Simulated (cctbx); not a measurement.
# Ho2Rh3Pb5 with cctbx, script by script

Library: cctbx 2025.11. The data are simulated by the first script.

## 1. Simulate the data

run.py:

```python
from cctbx import adptbx, crystal, miller, sgtbx, xray
from cctbx.array_family import flex
from iotbx.shelx import hklf
from scitbx import matrix
import scitbx.random

cs = crystal.symmetry(unit_cell=(12.751, 13.757, 6.558, 90, 118.46, 90), space_group_symbol='Hall: -C 2yc')  # C2/c
atoms = [  # label, site, U (iso, or U11 U22 U33 U12 U13 U23 in A^2), occupancy
    ("Pb1", (0.3268, 0.0872, 0.8236), 0.0156, 1),
    ("Pb2", (0.5, 0.7791, 0.25), 0.0169, 1),
    ("Pb3", (0.5, 0.2114, 0.25), 0.0169, 1),
    ("Pb4", (0.5, 0.5122, 0.25), 0.0199, 1),
    ("Ho1", (0.2342, 0.1349, 0.2368), 0.0179, 1),
    ("Rh1", (0.5, 0.9978, 0.75), 0.0244, 1),
    ("Rh2", (0.6008, 0.356, 0.1291), 0.0265, 1),
]
xs = xray.structure(crystal_symmetry=cs)
for label, site, u, occ in atoms:
    u = adptbx.u_cif_as_u_star(cs.unit_cell(), u) if isinstance(u, tuple) else u
    xs.add_scatterer(xray.scatterer(label, site=site, u=u, occupancy=occ))
xs.set_inelastic_form_factors(1.3414, "sasaki")
xs.show_summary()
p1 = xs.expand_to_p1()
ms = miller.build_set(p1, anomalous_flag=True, d_min=0.83)
flex.set_random_seed(646917)
scitbx.random.set_random_seed(646917)
ms = ms.select(flex.random_double(ms.size()) < 0.5)
i = ms.structure_factors_from_scatterers(p1, algorithm="direct").f_calc().as_intensity_array().data()
i = i * 70000 / flex.max(i)
sig = flex.sqrt(i + flex.pow2(0.02 * i) + 2 ** 2)
noise = scitbx.random.variate(scitbx.random.normal_distribution())(i.size())
data = ms.array(data=i + sig * noise, sigmas=sig).set_observation_type_xray_intensity()
with open("data.hkl", "w") as f:
    data.export_as_shelx_hklf(f)
print("reflections written:", data.size(), " <I/sigma> = %.1f" % flex.mean(data.data() / data.sigmas()))
for h, a, b in list(data.sort("data"))[:12]:
    print("%4d%4d%4d %9.1f %7.1f" % (h + (a, b)))
```

```console
$ python run.py
```

```text
Number of scatterers: 7
At special positions: 4
Unit cell: (12.751, 13.757, 6.558, 90, 118.46, 90)
Space group: C 1 2/c 1 (No. 15)
reflections written: 3768  <I/sigma> = 12.1
   0   0  -2   69431.5  1424.8
   4   0  -4   64880.1  1300.7
  -4   0   4   64281.9  1300.7
  -2  -4   2   62942.0  1256.1
   2   4  -2   62825.7  1256.1
  -2   4   2   60902.3  1256.1
   2   4   0   38800.4   784.3
   2  -4   0   38489.9   784.3
  -2  -4   0   38043.1   784.3
  -2  -4   4   25191.8   511.8
   1   7   2   22649.0   482.3
  -2   0  -2   21369.9   436.7
```

Run time: 0.31 s on 1 thread of Arm Neoverse V1 (shared host), peak memory 0.07 GiB.

## 2. Refinement (right model, isotropic)

run.py:

```python
import math
from cctbx import adptbx, crystal, maptbx, sgtbx, xray
from cctbx.array_family import flex
from cctbx.xray import observations
from iotbx.shelx import hklf
from scitbx.lstbx import normal_eqns_solving
from smtbx import absolute_structure, utils
from smtbx.refinement import constraints, least_squares

cs = crystal.symmetry(unit_cell=(12.751, 13.757, 6.558, 90, 118.46, 90), space_group_symbol='Hall: -C 2yc')  # C2/c
atoms = [  # label, site, U (iso, or U11 U22 U33 U12 U13 U23 in A^2), occupancy
    ("Pb1", (0.3256, 0.089, 0.8176), 0.0200, 1),
    ("Pb2", (0.5, 0.7826, 0.25), 0.0200, 1),
    ("Pb3", (0.5, 0.2054, 0.25), 0.0200, 1),
    ("Pb4", (0.5, 0.5132, 0.25), 0.0200, 1),
    ("Ho1", (0.2296, 0.1348, 0.2354), 0.0200, 1),
    ("Rh1", (0.5, 1.003, 0.75), 0.0200, 1),
    ("Rh2", (0.607, 0.3515, 0.1287), 0.0200, 1),
]
xs = xray.structure(crystal_symmetry=cs)
for label, site, u, occ in atoms:
    u = adptbx.u_cif_as_u_star(cs.unit_cell(), u) if isinstance(u, tuple) else u
    xs.add_scatterer(xray.scatterer(label, site=site, u=u, occupancy=occ))
xs.set_inelastic_form_factors(1.3414, "sasaki")
raw = hklf.reader(file_name="data.hkl").as_miller_arrays(crystal_symmetry=cs, anomalous=True)[0]
merged = raw.eliminate_sys_absent().merge_equivalents()
fo2 = merged.array().set_observation_type_xray_intensity()
print("Rint %.3f, %d unique reflections to %.2f A" % (merged.r_int(), fo2.size(), fo2.d_min()))
for sc in xs.scatterers():
    sc.flags.set_grad_site(True)
    sc.flags.set_grad_u_aniso(sc.flags.use_u_aniso())
    sc.flags.set_grad_u_iso(sc.flags.use_u_iso())
obs = fo2.as_xray_observations()
extra = {}
rep = constraints.reparametrisation(xs, [], utils.connectivity_table(xs), **extra)
ls = least_squares.crystallographic_ls(obs, rep, weighting_scheme=least_squares.mainstream_shelx_weighting(a=0, b=0))
print("cycle     R1     wR2    GooF  max shift (A)")
for cycle in range(8):
    ls.build_up()
    r1, wr2, goof = ls.r1_factor(cutoff_factor=2)[0], ls.wR2(), ls.goof()
    old = xs.sites_cart()
    normal_eqns_solving.levenberg_marquardt_iterations(ls, n_max_iterations=3, tau=1e-06, step_threshold=1e-7)
    big = flex.max((xs.sites_cart() - old).norms())
    print("%4d %7.4f %7.4f %7.3f %9.5f" % (cycle + 1, r1, wr2, goof, big))
    ls.build_up(objective_only=True)
    if abs(ls.wR2() - wr2) < 5e-5 and big < 5e-4:
        break
ls.build_up()
print("final R1 %.4f wR2 %.4f GooF %.3f  parameters %d  data/parameter %.1f" % (ls.r1_factor(cutoff_factor=2)[0], ls.wR2(), ls.goof(), ls.n_parameters, fo2.size() / ls.n_parameters))
cov = ls.covariance_matrix_and_annotations()
su = dict(zip(cov.annotations, (math.sqrt(max(v, 0)) for v in cov.matrix.matrix_packed_u_diagonal())))
a2 = cs.unit_cell().reciprocal_parameters()[0] ** -2
print("atom        x        y        z      Ueq    occ   su(xyz)  su(Uiso or U11)")
for sc in xs.scatterers():
    s = max(su.get(sc.label + k, 0) for k in (".x", ".y", ".z"))
    npd = "" if sc.is_positive_definite_u(cs.unit_cell()) else "  NPD"
    print("%-5s %8.5f %8.5f %8.5f %8.4f %6.3f %8.5f %7.4f%s" % ((sc.label,) + sc.site + (sc.u_iso_or_equiv(cs.unit_cell()), sc.occupancy, s, su.get(sc.label + ".uiso", su.get(sc.label + ".u11", 0) * a2), npd)))
fo = fo2.f_sq_as_f()
fc = fo.structure_factors_from_scatterers(xs, algorithm="direct").f_calc()
diff = fo.f_obs_minus_f_calc(1 / math.sqrt(ls.scale_factor()), fc).average_bijvoet_mates()
m = diff.fft_map(symmetry_flags=maptbx.use_space_group_symmetry, resolution_factor=0.25).apply_volume_scaling()
print("difference map: max %.2f min %.2f rms %.2f" % (m.statistics().max(), m.statistics().min(), m.statistics().sigma()))
peaks = m.peak_search(parameters=maptbx.peak_search_parameters(min_distance_sym_equiv=0.6, max_clusters=6)).all()
near = xs.closest_distances(peaks.sites(), distance_cutoff=4)
sps = cs.special_position_settings(min_distance_sym_equiv=0.5)
for k, (x, h) in enumerate(zip(peaks.sites(), peaks.heights())):
    ss = sps.site_symmetry(x)
    print("Q%-3d %7.4f %7.4f %7.4f %4d %7.2f  %.2f A from %s" % ((k + 1,) + tuple(t % 1 for t in ss.exact_site()) + (ss.multiplicity(), h, near.smallest_distances[k], xs.scatterers()[near.i_seqs[k]].label)))
```

```console
$ python run.py
```

```text
Rint 0.017, 882 unique reflections to 0.83 A
cycle     R1     wR2    GooF  max shift (A)
   1  0.2080  0.5233  19.939   0.10012
   2  0.0100  0.0239   0.910   0.00149
   3  0.0098  0.0234   0.893   0.00000
final R1 0.0098 wR2 0.0234 GooF 0.893  parameters 20  data/parameter 44.1
atom        x        y        z      Ueq    occ   su(xyz)  su(Uiso or U11)
Pb1    0.32681  0.08721  0.82364   0.0156  1.000  0.00003  0.0001
Pb2    0.50000  0.77909  0.25000   0.0170  1.000  0.00002  0.0001
Pb3    0.50000  0.21141  0.25000   0.0169  1.000  0.00002  0.0001
Pb4    0.50000  0.51220  0.25000   0.0199  1.000  0.00002  0.0001
Ho1    0.23421  0.13489  0.23683   0.0180  1.000  0.00005  0.0001
Rh1    0.50000  0.99777  0.75000   0.0246  1.000  0.00004  0.0001
Rh2    0.60077  0.35593  0.12907   0.0267  1.000  0.00008  0.0001
difference map: max 0.61 min -0.64 rms 0.17
Q1    0.1889  0.3889  0.4411    8    0.62  1.68 A from Pb1
Q2    0.1547  0.4663  0.9884    8    0.59  1.36 A from Pb1
Q3    0.1772  0.5019  0.0579    8    0.56  1.47 A from Pb1
Q4    0.2253  0.1171  0.7266    8    0.55  1.21 A from Pb1
Q5    0.1506  0.3600  0.9708    8    0.54  1.43 A from Pb1
Q6    0.2439  0.4676  0.9092    8    0.54  1.80 A from Ho1
```

Time: 0.55 s.

## 3. Refinement (right model, anisotropic)

run.py, as its changes from the last script of this kind:

```diff
@@ -12,7 +12,7 @@
-    ("Pb1", (0.3256, 0.089, 0.8176), 0.0200, 1),
-    ("Pb2", (0.5, 0.7826, 0.25), 0.0200, 1),
-    ("Pb3", (0.5, 0.2054, 0.25), 0.0200, 1),
-    ("Pb4", (0.5, 0.5132, 0.25), 0.0200, 1),
-    ("Ho1", (0.2296, 0.1348, 0.2354), 0.0200, 1),
-    ("Rh1", (0.5, 1.003, 0.75), 0.0200, 1),
-    ("Rh2", (0.607, 0.3515, 0.1287), 0.0200, 1),
+    ("Pb1", (0.32681, 0.08721, 0.82364), 0.0156, 1),
+    ("Pb2", (0.5, 0.77909, 0.25), 0.0170, 1),
+    ("Pb3", (0.5, 0.21141, 0.25), 0.0169, 1),
+    ("Pb4", (0.5, 0.5122, 0.25), 0.0199, 1),
+    ("Ho1", (0.23421, 0.13489, 0.23683), 0.0180, 1),
+    ("Rh1", (0.5, 0.99777, 0.75), 0.0246, 1),
+    ("Rh2", (0.60077, 0.35593, 0.12907), 0.0267, 1),
@@ -24,0 +25 @@
+xs.convert_to_anisotropic()
```

```console
$ python run.py
```

```text
Rint 0.017, 882 unique reflections to 0.83 A
cycle     R1     wR2    GooF  max shift (A)
   1  0.0098  0.0235   0.908   0.00017
   2  0.0097  0.0232   0.899   0.00000
final R1 0.0097 wR2 0.0232 GooF 0.899  parameters 47  data/parameter 18.8
atom        x        y        z      Ueq    occ   su(xyz)  su(Uiso or U11)
Pb1    0.32681  0.08721  0.82364   0.0156  1.000  0.00003  0.0001
Pb2    0.50000  0.77909  0.25000   0.0170  1.000  0.00002  0.0001
Pb3    0.50000  0.21141  0.25000   0.0169  1.000  0.00002  0.0001
Pb4    0.50000  0.51220  0.25000   0.0199  1.000  0.00002  0.0002
Ho1    0.23421  0.13489  0.23683   0.0180  1.000  0.00005  0.0001
Rh1    0.50000  0.99777  0.75000   0.0246  1.000  0.00004  0.0003
Rh2    0.60076  0.35593  0.12904   0.0267  1.000  0.00008  0.0002
difference map: max 0.61 min -0.64 rms 0.17
Q1    0.1891  0.3882  0.4408    8    0.61  1.68 A from Pb1
Q2    0.1551  0.4655  0.9868    8    0.59  1.36 A from Pb1
Q3    0.1778  0.5030  0.0612    8    0.55  1.47 A from Pb1
Q4    0.2248  0.1162  0.7267    8    0.55  1.21 A from Pb1
Q5    0.1508  0.3596  0.9719    8    0.54  1.43 A from Pb1
Q6    0.0536  0.0447  0.5736    8    0.53  1.47 A from Rh2
```

Time: 0.47 s.

## 4. Refinement

run.py, as its changes from the last script of this kind:

```diff
@@ -18,0 +19 @@
+    ("Rh3", (0.617, 0.045, 0.039), 0.0300, 1),
@@ -25 +25,0 @@
-xs.convert_to_anisotropic()
@@ -39 +39 @@
-for cycle in range(8):
+for cycle in range(12):
```

```console
$ python run.py
```

```text
Rint 0.017, 882 unique reflections to 0.83 A
cycle     R1     wR2    GooF  max shift (A)
   1  0.3653  0.7225  27.591   0.36772
   2  0.1171  0.3421  13.064   1.25136
   3  0.0136  0.0591   2.256   0.26269
   4  0.0129  0.0540   2.064   0.10140
   5  0.0128  0.0537   2.051   0.02046
   6  0.0128  0.0537   2.052   0.01518
   7  0.0127  0.0537   2.049   0.00574
   8  0.0128  0.0537   2.052   0.00629
   9  0.0127  0.0537   2.049   0.00615
  10  0.0128  0.0537   2.052   0.00616
  11  0.0127  0.0537   2.049   0.00615
  12  0.0128  0.0537   2.052   0.00615
final R1 0.0127 wR2 0.0537 GooF 2.049  parameters 24  data/parameter 36.8
atom        x        y        z      Ueq    occ   su(xyz)  su(Uiso or U11)
Pb1    0.32681  0.08720  0.82364   0.0155  1.000  0.00007  0.0001
Pb2    0.50000  0.77908  0.25000   0.0169  1.000  0.00004  0.0002
Pb3    0.50000  0.21142  0.25000   0.0168  1.000  0.00005  0.0002
Pb4    0.50000  0.51220  0.25000   0.0198  1.000  0.00005  0.0002
Ho1    0.23419  0.13490  0.23680   0.0180  1.000  0.00011  0.0002
Rh1    0.50000  0.99777  0.75000   0.0245  1.000  0.00010  0.0003
Rh2    0.60074  0.35592  0.12902   0.0266  1.000  0.00018  0.0002
Rh3    0.74572  0.12532  0.24088   1.0000  1.000  0.00574  0.0421
difference map: max 0.87 min -1.99 rms 0.45
Q1    0.0537  0.0446  0.5711    8    0.89  1.47 A from Rh2
Q2    0.0617  0.3422  0.0046    8    0.89  1.64 A from Pb3
Q3    0.2243  0.1170  0.7255    8    0.88  1.22 A from Pb1
Q4    0.2102  0.4162  0.1840    8    0.87  0.45 A from Pb1
Q5    0.1118  0.1962  0.5618    8    0.86  0.89 A from Rh2
Q6    0.1977  0.3430  0.2025    8    0.82  1.00 A from Pb1
```

Time: 1.2 s.

This run holds a fault made on purpose: spurious atom: Rh3.

## 5. Refinement

run.py, as its changes from the last script of this kind:

```diff
@@ -12,8 +12,7 @@
-    ("Pb1", (0.32681, 0.08721, 0.82364), 0.0156, 1),
-    ("Pb2", (0.5, 0.77909, 0.25), 0.0170, 1),
-    ("Pb3", (0.5, 0.21141, 0.25), 0.0169, 1),
-    ("Pb4", (0.5, 0.5122, 0.25), 0.0199, 1),
-    ("Ho1", (0.23421, 0.13489, 0.23683), 0.0180, 1),
-    ("Rh1", (0.5, 0.99777, 0.75), 0.0246, 1),
-    ("Rh2", (0.60077, 0.35593, 0.12907), 0.0267, 1),
-    ("Rh3", (0.617, 0.045, 0.039), 0.0300, 1),
+    ("Pb1", (0.4968, 0.1232, 0.8393), 0.0200, 1),
+    ("Pb2", (0.5, 0.8551, 0.25), 0.0200, 1),
+    ("Pb3", (0.5, 0.1598, 0.25), 0.0200, 1),
+    ("Pb4", (0.5, 0.4972, 0.25), 0.0200, 1),
+    ("Ho1", (0.1841, 0.1514, 0.1594), 0.0200, 1),
+    ("Rh1", (0.5, 1.061, 0.75), 0.0200, 1),
+    ("Rh2", (0.6326, 0.3701, 0.1522), 0.0200, 1),
@@ -39 +38 @@
-for cycle in range(12):
+for cycle in range(10):
@@ -43 +42 @@
-    normal_eqns_solving.levenberg_marquardt_iterations(ls, n_max_iterations=3, tau=1e-06, step_threshold=1e-7)
+    normal_eqns_solving.levenberg_marquardt_iterations(ls, n_max_iterations=3, tau=0.0001, step_threshold=1e-7)
```

```console
$ python run.py
```

```text
Rint 0.017, 882 unique reflections to 0.83 A
cycle     R1     wR2    GooF  max shift (A)
   1  0.8909  0.9898  37.712   0.55311
   2  0.8191  0.9683  36.895   0.18244
   3  0.8090  0.9652  36.777   0.11270
   4  0.8285  0.9718  37.028   0.13445
   5  0.8074  0.9652  36.776   0.04464
   6  0.8322  0.9733  37.086   0.09968
   7  0.8069  0.9649  36.764   0.03103
   8  0.8323  0.9733  37.086   0.04621
   9  0.8073  0.9650  36.770   0.02140
  10  0.8371  0.9747  37.138   0.04132
final R1 0.8081 wR2 0.9654 GooF 36.785  parameters 20  data/parameter 44.1
atom        x        y        z      Ueq    occ   su(xyz)  su(Uiso or U11)
Pb1    0.49265  0.11538  0.78661   0.0001  1.000  0.01135  0.0182
Pb2    0.50000  0.84115  0.25000   0.0001  1.000  0.00672  0.0179
Pb3    0.50000  0.13453  0.25000   0.0001  1.000  0.00540  0.0169
Pb4    0.50000  0.49930  0.25000   0.0001  1.000  0.00553  0.0165
Ho1    0.22786  0.12501  0.19718   0.0001  1.000  0.01336  0.0156
Rh1    0.50000  1.09444  0.75000   0.0001  1.000  0.01796  0.0558
Rh2    0.59189  0.33977  0.10514   0.0001  1.000  0.01709  0.0217
difference map: max 1300.52 min -557.73 rms 89.58
Q1    0.0000  0.3861  0.2500    4 1305.91  0.27 A from Rh1
Q2    0.0000  0.3615  0.7500    4  993.26  0.05 A from Pb3
Q3    0.0000  0.0007  0.2500    4  581.47  0.02 A from Pb4
Q4    0.2243  0.1320  0.1975    8  439.81  0.11 A from Ho1
Q5    0.0927  0.1536  0.6014    8  431.70  0.10 A from Rh2
Q6    0.1701  0.2217  0.6788    8  337.47  1.22 A from Rh2
```

Time: 0.95 s.

This run holds a fault made on purpose: start far from the minimum.

## 6. Refinement

run.py, as its changes from the last script of this kind:

```diff
@@ -12,7 +12,7 @@
-    ("Pb1", (0.4968, 0.1232, 0.8393), 0.0200, 1),
-    ("Pb2", (0.5, 0.8551, 0.25), 0.0200, 1),
-    ("Pb3", (0.5, 0.1598, 0.25), 0.0200, 1),
-    ("Pb4", (0.5, 0.4972, 0.25), 0.0200, 1),
-    ("Ho1", (0.1841, 0.1514, 0.1594), 0.0200, 1),
-    ("Rh1", (0.5, 1.061, 0.75), 0.0200, 1),
-    ("Rh2", (0.6326, 0.3701, 0.1522), 0.0200, 1),
+    ("Ho1", (0.32681, 0.08721, 0.82364), 0.0156, 1),
+    ("Pb1", (0.5, 0.77909, 0.25), 0.0170, 1),
+    ("Pb2", (0.5, 0.21141, 0.25), 0.0169, 1),
+    ("Pb3", (0.5, 0.5122, 0.25), 0.0199, 1),
+    ("Pb4", (0.23421, 0.13489, 0.23683), 0.0180, 1),
+    ("Rh1", (0.5, 0.99777, 0.75), 0.0246, 1),
+    ("Rh2", (0.60077, 0.35593, 0.12907), 0.0267, 1),
@@ -24,0 +25 @@
+xs.convert_to_anisotropic()
@@ -38 +39 @@
-for cycle in range(10):
+for cycle in range(12):
@@ -42 +43 @@
-    normal_eqns_solving.levenberg_marquardt_iterations(ls, n_max_iterations=3, tau=0.0001, step_threshold=1e-7)
+    normal_eqns_solving.levenberg_marquardt_iterations(ls, n_max_iterations=3, tau=1e-06, step_threshold=1e-7)
```

```console
$ python run.py
```

```text
Rint 0.017, 882 unique reflections to 0.83 A
cycle     R1     wR2    GooF  max shift (A)
   1  0.2202  0.4987  19.308   0.01712
   2  0.0765  0.2124   8.223   0.00073
   3  0.0769  0.2122   8.216   0.00030
final R1 0.0769 wR2 0.2122 GooF 8.215  parameters 47  data/parameter 18.8
atom        x        y        z      Ueq    occ   su(xyz)  su(Uiso or U11)
Ho1    0.32658  0.08722  0.82330  -0.0004  1.000  0.00031  0.0009  NPD
Pb1    0.50000  0.77889  0.25000   0.0174  1.000  0.00018  0.0014
Pb2    0.50000  0.21176  0.25000   0.0176  1.000  0.00019  0.0013
Pb3    0.50000  0.51237  0.25000   0.0203  1.000  0.00019  0.0014
Pb4    0.23436  0.13451  0.23711   0.0379  1.000  0.00047  0.0015
Rh1    0.50000  0.99796  0.75000   0.0257  1.000  0.00039  0.0029
Rh2    0.60037  0.35601  0.12614   0.0265  1.000  0.00071  0.0022
difference map: max 15.58 min -9.83 rms 1.52
Q1    0.1681  0.4121  0.1629    8   15.81  0.08 A from Ho1
Q2    0.0000  0.2994  0.7500    4    5.73  0.15 A from Pb2
Q3    0.0000  0.2877  0.2500    4    4.03  0.12 A from Pb1
Q4    0.0171  0.1509  0.1961    8    3.45  1.83 A from Pb1
Q5    0.1685  0.3964  0.9358    8    2.84  1.57 A from Ho1
Q6    0.1617  0.3549  0.6389    8    2.84  1.19 A from Pb4
```

Run time: 0.58 s on 1 thread of Arm Neoverse V1 (shared host), peak memory 0.09 GiB.

This run holds a fault made on purpose: elements exchanged: Pb4 is Ho and Ho1 is Pb.

[Logs are printed without paths, hosts, clocks, repeated set-up lines and the standing remarks that a program may print on its own settings, such as how far it seeks lower states.]
